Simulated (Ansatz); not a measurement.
# TiO2 (Anatase): how G0W0 depends on its starting point, part 2 of 2

Aim: G0W0 for TiO2 (Anatase) on several starting functionals, at one mesh, band count and screening cutoff.

Ansatz 0.2.0; G0W0 on several functionals, plane waves, PAW. Known limits of the many-body steps: not at the basis limit.

So far. Step 4 (G0W0 on r2SCAN): Against the run with 6×6×6 mesh, 154 empty bands, screening to 100 eV on PBE, the gap moves by −0.013 eV, while the start moved by +0.38 eV. Step 5 (G0W0 on HSE06): Against the run with 6×6×6 mesh, 154 empty bands, screening to 100 eV on r2SCAN, the gap moves by +0.38 eV, while the start moved by +1.12 eV.

In doubt: masses and optical values from hybrid runs of this build are listed as unsure (steps 5, 6, 7), which bears on the screening that GW takes from such a start.

**6. G0W0 on PBE0**

This step: G0W0 on PBE0, plane waves, PAW.

The input, input.yaml:

```yaml
crystal:
  lattice:
    - [-1.8921, 1.8921, 4.7573]
    - [1.8921, -1.8921, 4.7573]
    - [1.8921, 1.8921, -4.7573]
  atoms:
    - { symbol: Ti, position: [0.0, 0.0, 0.0] }
    - { symbol: Ti, position: [0.75, 0.25, 0.5] }
    - { symbol: O, position: [0.2081, 0.2081, 0.0] }
    - { symbol: O, position: [0.9581, 0.4581, 0.5] }
    - { symbol: O, position: [0.5419, 0.0419, 0.5] }
    - { symbol: O, position: [0.7919, 0.7919, 0.0] }
kpoints:
  mp_grid: { grid: [6, 6, 6] }
hamiltonian:
  xc: pbe0
scf:
  occupations: { method: fixed }
gw:
  n_empty_bands: 154
  ecut_chi: 100
  qp_bands: [v2, c2]
  qp_kpoints: band_edges
  screening: { model: contour_deformation }
```

On the command line:

```console
$ ansatz run input.yaml --threads 2 --pin off --max-ram 92160MiB --backend cuda --events-out ev --progress --plain --runs-dir out --devices 1 --max-vram 13GiB  # rebuilt from the run's record
```

Numbers of over 12 decimals in the logs are rounded to 6 here.

Log:

```text
GPUs: using 1 of 1 available (devices: 1).
[...]
GPU FFT provider: cuFFT
GPU libraries: cuBLAS 13.8.2, cuFFT 12.4.0, cuSOLVER 12.3.4
Crystal: 6 atoms, lattice volume = 68.125 Å³
Basis set: ecut = 420 eV, 1315 PW (Γ)
Bands: 30, of which v1, the nominal top of the filled ones, is band 24 counted from 1 (23 counted from 0)
Symmetry: 16 space group operations
[...]
k-points: 30 of 216
[...]
1    25     11.2989   -12.7878    -6.4366   -19.8457  0.7719    11.9249    11.9202  root
     1    26     11.3198   -13.4869    -5.7370   -19.8421  0.7747    11.9424    11.9380  root
[...]
29    23      5.8244   -26.2641     4.1813   -22.8100  0.7776     6.5465     6.5516  root
    29    24      5.8244   -26.2641     4.1813   -22.8100  0.7776     6.5465     6.5516  root
    29    25     10.7290   -12.5854    -6.0769   -19.2652  0.7808    11.3360    11.3320  root
    29    26     10.7290   -12.5854    -6.0769   -19.2652  0.7808    11.3360    11.3320  root
[key lines of the parts left out:]
Free energy (F): -7276.825133 eV
Fermi energy:    5.892339 eV
```

Wall time 72 s (1 × NVIDIA H100 80GB HBM3 (shared by 6 runs) with 2 threads of AMD EPYC 7R13 (Zen 3), shared host); peak memory 2.3 GiB; 1.8 min of CPU time.

This step gave:

```
bands summed                                 : 178
RPA ε∞ on this mesh (eigenvalues)            : 4.156, 4.355, 4.355
plane waves in the screening matrix          : 155
G0W0 gap on the mesh                         : 4.260 eV
k of the valence top                         : 0, 0, -0.5
k of the conduction bottom                   : 0, 0, 0
starting gap on the mesh                     : 4.408 eV
least direct G0W0 gap on the computed points : 4.610 eV
```

Against the run with 6×6×6 mesh, 154 empty bands, screening to 100 eV on HSE06, the gap moves by +0.27 eV, while the start moved by +0.74 eV.

**7. G0W0 on Hartree-Fock**

This step: G0W0 on Hartree-Fock, plane waves, PAW.

input.yaml: that of step 6 with these lines changed.

```diff
@@ -15,3 +15,3 @@
 hamiltonian:
-  xc: pbe0
+  xc: hf
 scf:
```

Log:

```text
GPUs: using 1 of 1 available (devices: 1).
[...]
GPU FFT provider: cuFFT
GPU libraries: cuBLAS 13.8.2, cuFFT 12.4.0, cuSOLVER 12.3.4
Crystal: 6 atoms, lattice volume = 68.125 Å³
Basis set: ecut = 420 eV, 1315 PW (Γ)
Bands: 30, of which v1, the nominal top of the filled ones, is band 24 counted from 1 (23 counted from 0)
Symmetry: 16 space group operations
[...]
k-points: 30 of 216
[...]
1    25     16.4486   -11.4644    -4.0279   -11.4687  0.8809    12.4716    12.4249  root
     1    26     16.7002   -11.2899    -4.3109   -11.2928  0.8780    12.4489    12.3922  root
[...]
29    23      2.4783   -26.6621     3.1784   -26.6549  0.8777     5.6220     5.6495  root
    29    24      2.4783   -26.6621     3.1784   -26.6549  0.8777     5.6220     5.6495  root
    29    25     15.9660   -10.9552    -4.1690   -10.9606  0.8823    11.8522    11.8025  root
    29    26     15.9660   -10.9552    -4.1690   -10.9606  0.8823    11.8522    11.8025  root
[key lines of the parts left out:]
Free energy (F): -7197.337449 eV
Fermi energy:    2.570019 eV
```

Wall time 64 s (1 × NVIDIA H100 80GB HBM3 (shared by 6 runs) with 2 threads); peak memory 2.2 GiB; 94 s of CPU time.

This step gave:

```
bands summed                                 : 178
RPA ε∞ on this mesh (eigenvalues)            : 2.301, 2.301, 2.306
plane waves in the screening matrix          : 155
G0W0 gap on the mesh                         : 5.574 eV
k of the valence top                         : 0, 0, -0.5
k of the conduction bottom                   : 0, 0, 0
starting gap on the mesh                     : 12.80 eV
least direct G0W0 gap on the computed points : 5.986 eV
```

Against the run with 6×6×6 mesh, 154 empty bands, screening to 100 eV on PBE0, the gap moves by +1.31 eV, while the start moved by +8.39 eV.

**8. The starts together**

All on the 6×6×6 mesh with 154 empty bands and screening to 100 eV. Times are wall times on 1 × NVIDIA H100 80GB HBM3 (shared by 6 runs) with 2 threads of AMD EPYC 7R13 (Zen 3), shared host, good to a factor of about two.

```tsv
start	starting gap (eV)	shift (eV)	G0W0 gap (eV)	RPA ε∞ (harmonic mean)	Z (valence, conduction)	time
LDA	2.06	+1.60	3.66	6.66	0.71, 0.73	23 s
PBE	2.17	+1.45	3.62	6.44	0.71, 0.73	40 s
r2SCAN	2.55	+1.06	3.60	5.73	0.73, 0.74	31 s
HSE06	3.66	+0.32	3.99	4.61	0.76, 0.78	66 s
PBE0	4.41	−0.15	4.26	4.29	0.77, 0.79	72 s
Hartree-Fock	12.80	−7.23	5.57	2.30	0.88, 0.89	64 s
```

The parts of the quasiparticle energy at the two band edges (eV; QP = start + Σx + Σc − Vxc):

```tsv
run	edge	start	Σx	Σc	Vxc	Z	QP
LDA	valence top	6.91	-25.69	4.64	-21.06	0.71	6.91
LDA	conduction bottom	8.97	-13.06	-6.45	-21.11	0.73	10.58
PBE	valence top	7.29	-25.81	4.75	-20.94	0.71	7.17
PBE	conduction bottom	9.46	-13.08	-6.39	-20.79	0.73	10.78
r2SCAN	valence top	6.92	-25.85	4.63	-21.37	0.73	7.06
r2SCAN	conduction bottom	9.47	-12.94	-6.34	-20.48	0.74	10.67
HSE06	valence top	6.29	-25.93	4.39	-22.01	0.76	6.75
HSE06	conduction bottom	9.95	-12.40	-5.93	-19.11	0.78	10.74
```

For a hybrid start, Vxc holds its share of exact exchange.

**9. What came out**

```
G0W0@LDA          : 3.66 eV (start 2.06 eV)
G0W0@PBE          : 3.62 eV (start 2.17 eV)
G0W0@r2SCAN       : 3.60 eV (start 2.55 eV)
G0W0@HSE06        : 3.99 eV (start 3.66 eV)
G0W0@PBE0         : 4.26 eV (start 4.41 eV)
G0W0@Hartree-Fock : 5.57 eV (start 12.80 eV)
known limits      : not at the basis limit
```

What this shows: The starting gaps span 10.74 eV and the G0W0 gaps 1.97 eV. Between LDA and Hartree-Fock, 1.91 eV of the 10.74 eV survives, 18 %. The order is not kept throughout: PBE starts 0.11 eV above LDA and ends 0.05 eV below it, so orbitals matter beside the gap. Hartree-Fock screens less than LDA (ε∞ 2.30 against 6.66). Of the 1.91 eV by which its G0W0 gap is higher, the correlation part gives +3.85 eV, and exchange with the one-particle terms, which follow the orbitals, −1.94 eV. On PBE0 and Hartree-Fock the correction is negative: that start lies above its own G0W0 value. The smallest correction, −0.15 eV, is on PBE0, the start nearest to reproducing itself. Bands and cutoff are finite, so the gap is not at the basis limit. The miss can reach some tenths of an eV and take either sign; the mesh is an error of its own.

[Paths, hosts, dates, memory and timing lines, banners, echoed tables and standing remarks are left out of the program output.]

[Logs are printed without paths, hosts, clocks, repeated set-up lines and the standing remarks that a program may print on its own settings, such as how far it seeks lower states.]

[Runs of the session that timed out or met a known fault of the program may be left out.]

[Cells called generated may have been cut or substituted from an entry of the Crystallography Open Database or the Materials Project.]

[Hosts, paths, dates, database ids (printed as entryN), source tags and the programs' standing remarks are cut or masked in the printed files.]
